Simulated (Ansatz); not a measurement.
# Phonon transport in KTaO3 (Pm-3m), part 2 of 3

Aim: the lattice thermal conductivity of KTaO3 against temperature, and which phonons carry it.

What experiment has found for this phase:
- thermal conductivity 17 W/m/K near room temperature (given in “Glass-like thermal conductivity and narrow insulating gap of EuTiO3”, 2023, arxiv:2307.02058)

Ansatz 0.2.0; DFT LDA, scalar-relativistic, plane waves, PAW; PAW set soft_1 (the session's first sound run).

So far, gap on the k-mesh (eV): step 2 (probe on a coarse mesh) 2.06; step 3 (relaxation) 2.14; step 4 (tight relaxation) 2.18. The relaxed cell has a = 3.951 Å (conventional setting).

### Step 6. Relaxing at another setting

The functional, the potentials or the cutoff change, so the crystal is relaxed again at the new setting.

This step: DFT LDA, spin-orbit coupling, plane waves, PAW; PAW set soft_1 (Ansatz 0.2.0).

input.yaml reads:

```yaml
crystal:
  lattice:
    - [3.9513565341, 0.0, 0.0]
    - [0.0, 3.9513565341, 0.0]
    - [0.0, 0.0, 3.9513565341]
  atoms:
    - { symbol: K, position: [0.5, 0.5, 0.5] }
    - { symbol: Ta, position: [0.0, 0.0, 0.0] }
    - { symbol: O, position: [0.5, 0.0, 0.0] }
    - { symbol: O, position: [0.0, 0.5, 0.0] }
    - { symbol: O, position: [0.0, 0.0, 0.5] }
kpoints:
  mp_grid: { grid: [9, 9, 9] }
hamiltonian:
  xc: lda
  pseudopotentials: { kind: paw_fr, azcp: { folder: soft_1 }, xc_functional: pbe }
scf:
  occupations: { method: fixed }
  lower_state_search: "off"
output:
  forces: true
  stress: true
  eigenvalues: true
magnetization:
  noncollinear: true
  spin_orbit: true
relax:
  adjacent_minimum: "off"
  f_tol: 0.001
  max_steps: 60
  cell: { stress_tol: 0.01 }
```

Launch:

```console
$ ansatz run input.yaml --threads 18 --pin off --max-ram 92160MiB --backend cuda --events-out ev --progress --plain --runs-dir out --max-vram 78GiB
```

Numbers of over 12 decimals in the logs are rounded to 6 here.

Log:

```text
[...]
non-collinear run that drives no moment, with spin-orbit: no starting moment large enough to seed its density (crystal.atoms[].spin), no starting occupations that ask for one, no magnetisation constraint and no magnetic field, so the semilocal B_xc is pinned to zero
[...]
Crystal: 5 atoms, lattice volume = 61.693 Å³
Basis set: ecut = 420 eV, 1213 PW (Γ)
Bands: 50, of which v1, the nominal top of the filled ones, is band 40 counted from 1 (39 counted from 0)
Symmetry: 48 space group operations + 48 with time reversal
[...]
k-points: 35 of 729
Projection manifold: j_resolved (fully-relativistic pseudo-atomic orbitals)
[...]
SCF iter   1: F=—  HF=-12874.011504 eV  |F-HF|=—  |Δ(HF+E_count)|=         —  Δρ=5.46e-2  dr2=1.65e0  dr2_m=0.00e0 (ungated)  ethr=3.10e-3  |M|=0.00e0 ∫|m|=0.00e0 μB  |m|>n=0.0e0 m-floor=0.0e0 τ_xc=0.0e0  β_m=0.30  ⟨swp⟩=4.7  Hψ=3549  notcnv=0  defer=176
[...]
spin=Noncollinear: Resta preconditioning applied to the charge; magnetization (m_x, m_y, m_z) channels mix plain (no charge-response kernel on spin).
SCF iter   2: F=—  HF=-12873.752205 eV  |F-HF|=—  |Δ(HF+E_count)|=   2.59e-1  Δρ=3.81e-2  dr2=8.02e-1  dr2_m=0.00e0 (ungated)  ethr=3.10e-3  |M|=0.00e0 ∫|m|=0.00e0 μB  |m|>n=0.0e0 m-floor=0.0e0 τ_xc=0.0e0  β_m=0.62  ⟨swp⟩=1.3  Hψ=1033  notcnv=0  defer=196
[...]
SCF iter   8: F=-12873.505945 eV  HF=-12873.505945 eV  |F-HF|=8.46e-10  |Δ(HF+E_count)|=   2.06e-8  Δρ=2.97e-6  dr2=3.50e-9  dr2_m=0.00e0 (ungated)  ethr=2.50e-10  |M|=0.00e0 ∫|m|=0.00e0 μB  |m|>n=0.0e0 m-floor=0.0e0 τ_xc=0.0e0  ⟨swp⟩=13.8  Hψ=4316  notcnv=0
SCF 1 converged in 8 iterations: F = -12873.505945 eV  dr2 = 3.50e-9
[...]
relax step   1: F+E_penalty+E_count = -12873.50594496 eV  Δ(F+E_penalty+E_count) = +0.000e0 eV  max|allowed force component| = 8.371e-29 eV/Å  Δτ_max = 0.0000 Å  P = -0.197 GPa  Ω = 61.693 Å³  (8 SCF iters, dr2 threshold 1.00e-7 eV, accepted)
[...]
SCF 2 converged in 4 iterations: F = -12873.506185 eV  dr2 = 1.43e-8
relax step   2: F+E_penalty+E_count = -12873.50618462 eV  Δ(F+E_penalty+E_count) = -2.397e-4 eV  max|allowed force component| = 6.101e-30 eV/Å  Δτ_max = 0.0000 Å  P = +0.046 GPa  Ω = 61.627 Å³  energy of the carried Pulay correction = +2.082e-4 eV  (4 SCF iters, dr2 threshold 9.67e-8 eV, accepted)
[...]
SCF 3 converged in 4 iterations: F = -12873.506147 eV  dr2 = 1.58e-10
relax step   3: F+E_penalty+E_count = -12873.50614721 eV  Δ(F+E_penalty+E_count) = +3.741e-5 eV  max|allowed force component| = 3.247e-30 eV/Å  Δτ_max = 0.0000 Å  P = -0.000 GPa  Ω = 61.639 Å³  energy of the carried Pulay correction = +1.690e-4 eV  (4 SCF iters, dr2 threshold 5.21e-9 eV, accepted)
[...]
SCF 4 converged in 5 iterations: F = -12873.505928 eV  dr2 = 2.55e-13
relax step   4: F+E_penalty+E_count = -12873.50592778 eV  Δ(F+E_penalty+E_count) = +2.194e-4 eV  max|allowed force component| = 4.720e-30 eV/Å  Δτ_max = 0.0000 Å  P = -0.005 GPa  Ω = 61.639 Å³  stress off target by 4.75e-3 GPa  SCF on the basis re-selected at this cell (its energy is not comparable with the rows above)  (5 SCF iters)
[...]
SCF converged after 5 iterations
Magnetization: |M| = 0.0000 μB,  M = (+0.0000, +0.0000, +0.0000) μB
Absolute magnetization: 0.0000 μB (∫|m|)
  site 0: m = (+0.0000, +0.0000, +0.0000) μB, |m| = 0.0000 μB  (R = 1.15 Å)
  site 1: m = (+0.0000, +0.0000, +0.0000) μB, |m| = 0.0000 μB  (R = 0.81 Å)
  site 2: m = (+0.0000, +0.0000, +0.0000) μB, |m| = 0.0000 μB  (R = 0.81 Å)
  site 3: m = (+0.0000, +0.0000, +0.0000) μB, |m| = 0.0000 μB  (R = 0.81 Å)
  site 4: m = (+0.0000, +0.0000, +0.0000) μB, |m| = 0.0000 μB  (R = 0.81 Å)
Free energy (F): -12873.505928 eV
[...]
Internal energy: -12873.505928 eV  (E = F + TS)
E sigma→0 (E₀):  -12873.505928 eV
Fermi energy:    8.698148 eV
[...]
--- Stress (GPa, compression-positive) ---
       -0.004753       0.000000      -0.000000
        0.000000      -0.004753      -0.000000
       -0.000000      -0.000000      -0.004753
  P = ⅓ Tr σ = -0.0048 GPa (-0.048 kbar)
--- Band table (eV; the first three rows and the last of 35) ---
  k-point 0: bands = [... 36 lower, 8.1972, 8.1972, 8.1972, 8.1972, 10.7448, 10.7448, 10.7448, 10.7448, ... 6 higher]
  k-point 1: bands = [... 36 lower, 7.9963, 7.9963, 8.1317, 8.1317, 10.8402, 10.8402, 11.1694, 11.1694, ... 6 higher]
  k-point 2: bands = [... 36 lower, 7.8950, 7.8950, 8.0588, 8.0588, 10.9274, 10.9274, 12.0889, 12.0889, ... 6 higher]
  k-point 34: bands = [... 36 lower, 8.6691, 8.6691, 8.6981, 8.6981, 15.1130, 15.1130, 15.1546, 15.1546, ... 6 higher]
--- Relaxed structure (3 steps of the walk, 3 accepted, 1 SCFs on fresh bases) ---
[...]
cell:  # Å, volume = 61.6393 Å³
    - [3.950200, 0, 0]
    - [0, 3.950200, 0]
    - [0, 0, 3.950200]
  atoms:
    - { symbol: K, position: [0.5, 0.5, 0.5] }
    - { symbol: Ta, position: [0, 0, 0] }
    - { symbol: O, position: [0.5, 0, 0] }
    - { symbol: O, position: [0, 0.5, 0] }
    - { symbol: O, position: [0, 0, 0.5] }
```

Elapsed: 6.4 s, on 1 × NVIDIA GB200 with 18 threads of Arm Neoverse V2, shared host; peak memory 1.1 GiB; 64 s of CPU time.

Little changed from the start: no atom moved by 0.005 Å and no cell edge by 0.1 %.

Numbers from this step:

```yaml
pressure: -0.004753 GPa
gap_on_the_k_mesh: 2.047 eV
volume_per_atom: 12.33 Å³/atom
```

The residual pressure is -0.0048 GPa, small enough for phonons.

For the gap on the k-mesh, step 4 gave 2.18 eV; this run, with LDA spin-orbit, gives 2.05 eV.

### Step 7. Third-order constants and the Boltzmann equation

Pairs of atoms inside the cutoff are displaced in a supercell, the forces give the cubic constants, and these give the three-phonon rates of the Boltzmann equation.

input.yaml reads:

```yaml
crystal:
  lattice:
    - [3.9502004464, 0.0, 0.0]
    - [0.0, 3.9502004464, 0.0]
    - [0.0, 0.0, 3.9502004464]
  atoms:
    - { symbol: K, position: [0.5, 0.5, 0.5] }
    - { symbol: Ta, position: [0.0, 0.0, 0.0] }
    - { symbol: O, position: [0.5, 0.0, 0.0] }
    - { symbol: O, position: [0.0, 0.5, 0.0] }
    - { symbol: O, position: [0.0, 0.0, 0.5] }
kpoints:
  mp_grid: { grid: [6, 6, 6] }
hamiltonian:
  xc: lda
  pseudopotentials: { kind: paw_fr, azcp: { folder: soft_1 }, xc_functional: pbe }
scf:
  occupations: { method: fixed }
  lower_state_search: "off"
output:
  eigenvalues: true
magnetization:
  noncollinear: true
  spin_orbit: true
phonons:
  method: fd
  dielectric: true
  supercell: [3, 3, 3]
  temperatures: { t_max: 1000, t_step: 50 }
  qpath:
    path:
      - [[0.0, 0.0, 0.0], [0.0, 0.5, 0.0], [0.5, 0.5, 0.0], [0.0, 0.0, 0.0], [0.5, 0.5, 0.5], [0.0, 0.5, 0.0]]
      - [[0.5, 0.5, 0.0], [0.5, 0.5, 0.5]]
    npoints: 10
  third_order: { supercell: [3, 3, 3], pair_cutoff: 2.943 }
  lattice_thermal_conductivity:
    qmesh: [13, 13, 13]
    temperatures: [100.0, 150.0, 200.0, 300.0, 400.0, 500.0, 600.0, 800.0]
    isotope_mass_variance:
      - { species: K, variance: 0.000164 }
      - { species: O, variance: 3.359e-05 }
      - { species: Ta, variance: 3.668e-09 }
```

Log:

```text
Warning: phonons.dielectric: true without phonons.rigid_motions: the static dielectric tensor ε⁰ will be withheld (ε∞, Z* and the rows of modes are given); for a crystal or a slab, whose only rigid motions are the translations, set phonons.rigid_motions: translations
Warning: phonons.third_order: as it is cut ahead of every solve, the batch solves 137 displaced supercells where 75 would do. It runs under 48 of the 1296 operations that the crystal's space group holds on the batch's supercell: the run's FFT boxes carry no more. The force constants lose no accuracy. For the smaller batch, try basis.xc_grid above 1 where it is 1, a denser FFT box (accuracy: high where it is lower, or a larger basis.ecutrho_ratio), or the same crystal shifted so that one of its atoms lies at the cell's origin: each can bring back operations that the batch needs, and none is sure to; [rest of the remark cut]
[...]
Crystal: 135 atoms, lattice volume = 1664.260 Å³
Basis set: ecut = 420 eV, 32531 PW (Γ)
Bands: 1350, of which v1, the nominal top of the filled ones, is band 1080 counted from 1 (1079 counted from 0)
Symmetry: 1296 space group operations + 1296 with time reversal
k-points: 4 of 8
Projection manifold: j_resolved (fully-relativistic pseudo-atomic orbitals)
[...]
SCF iter   1: F=—  HF=-347584.629528 eV  |F-HF|=—  |Δ(HF+E_count)|=         —  Δρ=4.11e-8  dr2=2.22e-11  dr2_m=0.00e0 (ungated)  ethr=1.00e-12  |M|=0.00e0 ∫|m|=0.00e0 μB  |m|>n=0.0e0 m-floor=0.0e0 τ_xc=0.0e0  β_m=0.30  ⟨swp⟩=3.0  Hψ=6678  notcnv=0  defer=174
[...]
SCF 1 converged in 2 iterations: F = -347584.629528 eV  dr2 = 1.37e-11
[...]
SCF 2 converged in 2 iterations: F = -12873.504798 eV  dr2 = 1.07e-12
[...]
ε⁰ (static dielectric tensor): not given — the deck does not say what the cell's rigid motions are, and on a molecule in a box or a wire the rigid rotations would enter the sum over the modes at Γ. For a crystal or a slab, whose only rigid motions are the translations, set phonons.rigid_motions: translations.
  Born effective charges Z* (e; rows j = field, columns β = displacement):
    site 0:
         1.15225   -0.00000    0.00000
        -0.00000    1.15225    0.00000
         0.00000    0.00000    1.15225
    site 1:
         8.69983    0.00000   -0.00000
        -0.00000    8.69983    0.00000
         0.00000    0.00000    8.69983
    site 2:
        -6.48009   -0.00000   -0.00000
        -0.00000   -1.68599    0.00000
         0.00000    0.00000   -1.68599
    site 3:
        -1.68599    0.00000   -0.00000
         0.00000   -6.48009    0.00000
         0.00000    0.00000   -1.68599
    site 4:
        -1.68599    0.00000   -0.00000
        -0.00000   -1.68599    0.00000
         0.00000    0.00000   -6.48009
  Z* charge neutrality: 2.241e-3 e pre-enforcement
  solved inside a basis spanned on the 6×6×6 k-mesh, on 8×8×8 k-points, its susceptibility summed on 10×10×10: ε∞ is read to err by 1.7e-2, Z* by 4.2e-2 e; Z* is corrected for what the basis lacks
  optical modes at Γ without the LO–TO term, one row a degenerate level:
      ω (cm⁻¹)  modes    IR ((D/Å)²/amu)
         93.10      3           134.9504
        181.36      3            15.4452
        245.27      3             0.0000
        555.89      3            87.1563
  optical modes at Γ + LO–TO along q̂ = [1.0000, 0.0000, 0.0000]:
      ω (cm⁻¹)  modes    IR ((D/Å)²/amu)
         93.10      2            89.9669
        173.47      1             0.0327
        181.36      2            10.2968
        245.27      3             0.0000
        395.02      1             6.7601
        555.89      2            58.1042
        817.55      1            72.3911
  optical modes at Γ + LO–TO along q̂ = [0.0000, 1.0000, 0.0000]:
      ω (cm⁻¹)  modes    IR ((D/Å)²/amu)
         93.10      2            89.9669
        173.47      1             0.0327
        181.36      2            10.2968
        245.27      3             0.0000
        395.02      1             6.7601
        555.89      2            58.1042
        817.55      1            72.3911
  optical modes at Γ + LO–TO along q̂ = [0.0000, 0.0000, 1.0000]:
      ω (cm⁻¹)  modes    IR ((D/Å)²/amu)
         93.10      2            89.9669
        173.47      1             0.0327
        181.36      2            10.2968
        245.27      3             0.0000
        395.02      1             6.7601
        555.89      2            58.1042
        817.55      1            72.3911
  density of states and harmonic sums: on the 18×18×18 q-mesh, interpolated from the force constants of a 3×3×3 supercell (with the dipole–dipole term)
  largest difference from the sums on the solved wave vectors: F 4.07e-3 eV, S 9.09e-6 and C_V 9.27e-6 eV/K
  zero-point energy: 0.297080 eV/cell   skipped modes (ω ≤ 0): 3   left out of the sums: 3.43e-5 of the cell's modes: C_V's classical limit lies that fraction below 3 k_B per atom; for a crystal, a wire or a layer, F and S can be off by more, and a phonons.interpolated_qmesh denser along its periods is the remedy for the sampling
--- Third-order force constants: 137 member SCFs in a 3×3×3 supercell (pair cutoff 2.943 Å, amplitude 0.03 Å, SCF threshold 1.00e-9 eV, Σ member SCF iterations 1289) ---
  symmetry images taken by strict's conditions (phonons.symmetry_images: auto; settled by no image being taken that strict refuses)
  449 force-constant blocks with the first atom in the home cell, fitted with 55 parameters over 11 symmetry orbits; no atom triplet left out
  sum-rule residual: 5.131e0 → 3.539e-14 eV/Å³; symmetrization residual: 8.236e-2 eV/Å³; largest sum-rule correction relative to its orbit: 3.282e-1, on the orbit of the block of home site 0 with site 2 of cell (0, 0, 0) and site 2 of cell (0, 0, 0), whose norm before the correction was 3.104e0 eV/Å³
--- Lattice thermal conductivity: 13×13×13 mesh (84 irreducible points), tetrahedron method ---
  three-phonon and isotope scattering only; four-phonon, boundary and, in a metal, phonon-electron scattering are left out
  each conductivity is what the modes' populations carry and what the coherences between them add
  conductivity (a third of the tensor's trace), W/(m K), in the relaxation-time approximation and from the full solution:
       T (K)   relaxation time   full solution  iterations             ending  least Ritz value
      100.00           36.1492         48.2811           9          converged          5.136e-1
      150.00           25.1465         32.2799           8          converged          5.482e-1
      200.00           19.5642         24.5482           8          converged          5.651e-1
      300.00           13.7622         16.8409           8          converged          5.797e-1
      400.00           10.7390         12.9632           8          converged          5.854e-1
      500.00            8.8647         10.6080           8          converged          5.882e-1
      600.00            7.5825          9.0177           8          converged          5.897e-1
      800.00            5.9390          7.0018           8          converged          5.912e-1
```

Wall time 32 min (1 × NVIDIA GB200 with 18 threads); peak memory 8.2 GiB.

This step gave:

```
lowest frequency on the path               : 0 cm⁻¹
zero-point energy                          : 0.2971 eV/cell
point group                                : m-3m
highest frequency                          : 961.6 cm⁻¹
Debye temperature from the second moment   : 709 K
κ at 300 K (relaxation time)               : 13.76 W/m/K
κ at 300 K (full solution)                 : 16.84 W/m/K
dipole term                                : run
mean free path at half of κ                : 9.65 nm
share of κ above the three lowest branches : 0.505
third-order blocks                         : 449
periodic aliases dropped                   : 0
largest relative sum-rule correction       : 0.3282
displaced cells, third order               : 137
```

LO-TO term included. The phonon branches at the labelled points (cm⁻¹):

```tsv
point	branch 1	branch 2	branch 3	branch 4	branch 12	branch 13	branch 14	branch 15
Γ	0	0	0	93	395	556	556	818
halfway	50	50	145	148	405	545	545	844
X	66	66	164	164	416	533	533	871
halfway	66	143	153	163	430	520	594	895
M	67	144	155	155	440	503	640	933
halfway	59	118	164	164	417	534	582	860
Γ	0	0	0	93	395	556	556	818
halfway	133	133	152	192	418	573	573	880
R	131	131	131	179	424	582	582	962
halfway	149	154	164	170	428	564	588	914
X	66	66	164	164	416	533	533	871
jump to M	67	144	155	155	440	503	640	933
halfway	138	164	164	171	432	554	612	943
R	131	131	131	179	424	582	582	962
```

W/m/K. Kappa, by row:

```tsv
T (K)	RTA xx	RTA yy	RTA zz	full xx	full yy	full zz	coherence part xx	coherence part yy	coherence part zz	ending	iterations	least Ritz value
100	36.15	36.15	36.15	48.28	48.28	48.28	0.2303	0.2303	0.2303	converged	9	0.514
150	25.15	25.15	25.15	32.28	32.28	32.28	0.3834	0.3834	0.3834	converged	8	0.548
200	19.56	19.56	19.56	24.55	24.55	24.55	0.4759	0.4759	0.4759	converged	8	0.565
300	13.76	13.76	13.76	16.84	16.84	16.84	0.5724	0.5724	0.5724	converged	8	0.58
400	10.74	10.74	10.74	12.96	12.96	12.96	0.6208	0.6208	0.6208	converged	8	0.585
500	8.865	8.865	8.865	10.61	10.61	10.61	0.6495	0.6495	0.6495	converged	8	0.588
600	7.583	7.583	7.583	9.018	9.018	9.018	0.6683	0.6683	0.6683	converged	8	0.59
800	5.939	5.939	5.939	7.002	7.002	7.002	0.6921	0.6921	0.6921	converged	8	0.591
```

Table of lattice thermal conductivity by temperature:

```tsv
temperature (K)	RTA xx (W/m/K)	full xx (W/m/K)
100	36.1	48.3
150	25.1	32.3
200	19.6	24.6
300	13.8	16.8
400	10.7	13.0
500	8.87	10.6
600	7.58	9.02
800	5.94	7.00
```

The modes has structure finer than the step of the table below, so its rows give means over 25 cm⁻¹, whole bins alone (the curve runs from -10 to 999 cm⁻¹). Peaks (cm⁻¹: height): K 161.3: 0.0671; O 212.1: 0.0320, 313.6: 0.0223, 421.5: 0.0336, 548.4: 0.0274, 878.3: 0.0109; Ta 78.8: 0.0171, 110.6: 0.0132, 155.0: 0.0180, 212.1: 0.0141, 275.5: 0.0097, 421.5: 0.0028.

Phonopy on the run's constants, 15x15x15 mesh, Gaussian sigma 7.2 cm⁻¹. Table of modes by wavenumber; means over each step; values in 1/cm⁻¹/cell:

```tsv
wavenumber (cm⁻¹)	K	O	Ta
25	9.7e-5	6.5e-5	6.7e-4
50	4.9e-4	2.3e-4	0.00640
75	8.8e-4	3.6e-4	0.0153
100	0.00180	9.1e-4	0.0112
125	0.00510	0.00348	0.0110
150	0.0385	0.0126	0.0151
175	0.0460	0.0159	0.00809
200	0.0182	0.0279	0.0103
225	0.00559	0.0277	0.0125
250	0.00127	0.0194	0.00764
275	9.0e-4	0.0158	0.00908
300	4.7e-4	0.0194	0.00479
325	1.5e-4	0.0191	0.00159
350	1.3e-4	0.0155	0.00157
375	6.1e-5	0.0135	8.6e-4
400	9.0e-5	0.0167	0.00109
425	1.3e-4	0.0280	0.00208
450	1.2e-5	0.00415	1.7e-4
475	0	1.1e-5	0
500	0	0.00191	5.1e-6
525	0	0.0143	3.1e-5
550	0	0.0257	3.8e-5
575	0	0.0192	1.7e-5
600	0	0.0132	5.9e-6
625	0	0.00511	0
650	0	4.5e-4	0
675	0	4.0e-8	0
700	0	0	0
725	0	0	0
750	0	0	0
775	0	0	0
800	8.0e-7	1.1e-4	6.1e-6
825	1.5e-5	0.00243	1.3e-4
850	2.0e-5	0.00586	1.8e-4
875	1.9e-5	0.0100	1.5e-4
900	1.0e-5	0.00953	1.1e-4
925	7.8e-7	0.00819	5.7e-5
950	0	0.00297	1.3e-5
975	0	1.6e-4	0
```

Distinct triplets, nearest first. Third order norms, by row:

```tsv
sites	side 1 (Å)	side 2 (Å)	side 3 (Å)	norm of the 27 components (eV/Å³)
K-K-K	0	0	0	0
Ta-Ta-Ta	0	0	0	0
O-O-O	0	0	0	0
Ta-O-O	0	1.98	1.98	81.19
Ta-O-Ta	0	1.98	1.98	84.58
Ta-O-O	1.98	1.98	2.79	2.699
K-K-O	0	2.79	2.79	3.189
K-O-O	0	2.79	2.79	2.876
K-O-O	2.79	2.79	2.79	0.412
O-O-O	0	2.79	2.79	6.316
O-O-O	2.79	2.79	2.79	0.337
```

Born charge (rows field, columns displacement) (e), principal values of the symmetric part by kind of site:

```tsv
atom	atoms with these values	low	middle	high	mean
K1	1	1.15	1.15	1.15	1.15
Ta2	1	8.70	8.70	8.70	8.70
O3	3	-6.48	-1.69	-1.69	-3.28
```

In full for K1:

```
1.15 0.00 0.00
0.00 1.15 0.00
0.00 0.00 1.15
```

RTA, 300 K. Kappa by branch, by row:

```tsv
branch (by rank)	mean frequency (THz)	mean rms speed (km/s)	median lifetime (ps)	share of kappa
1	2.98	3.31	3.3	0.254
2	3.79	2.43	3.4	0.151
3	4.61	1.24	3.7	0.09
4	5	1.19	4.37	0.034
5	5.45	2.13	3.41	0.088
6	6.05	2	3.21	0.067
7	6.49	2.11	2.25	0.055
8	7.34	3.49	1.21	0.083
9	8.23	3.13	1.42	0.062
10	10.04	3.22	0.867	0.042
11	10.54	2.89	0.84	0.036
12	12.67	0.79	1.13	0.003
13	16.29	1.98	0.752	0.011
14	17.52	2.35	0.695	0.014
15	26.68	2.4	1.01	0.011
```

The spectral kappa at 300 K by frequency; read off at these points; values in W/m/K/THz:

```tsv
frequency (THz)	relaxation time (W/m/K/THz)	full solution (W/m/K/THz)
0.2	0	0
1.8	1.56	2.01
2.2	2.52	3.30
2.8	2.14	2.72
4.2	1.09	1.57
5.2	1.97	2.30
5.8	1.37	1.74
6.2	1.88	2.28
7.2	1.04	1.24
8.2	0.894	0.987
9.8	0.342	0.359
11.2	0.216	0.217
12.2	0.0730	0.0828
13.8	0	0
15.2	0.0131	0.0130
16.8	0.165	0.130
17.8	0.102	0.0932
19.2	9.0e-4	7.9e-4
20.8	0	0
21.8	0	0
23.2	0	0
24.8	0.00155	5.5e-4
26.2	0.0360	0.0237
27.2	0.0763	0.0752
28.8	7.9e-4	0.00102
```

(Part 2 of 3 ends here.)

[Logs are printed without paths, hosts, clocks, repeated set-up lines and the standing remarks that a program may print on its own settings, such as how far it seeks lower states.]

[Hosts, paths, dates, database ids (printed as entryN), source tags and the programs' standing remarks are cut or masked in the printed files.]

[A step with changed settings may run another functional than the one named; its input shows which.]
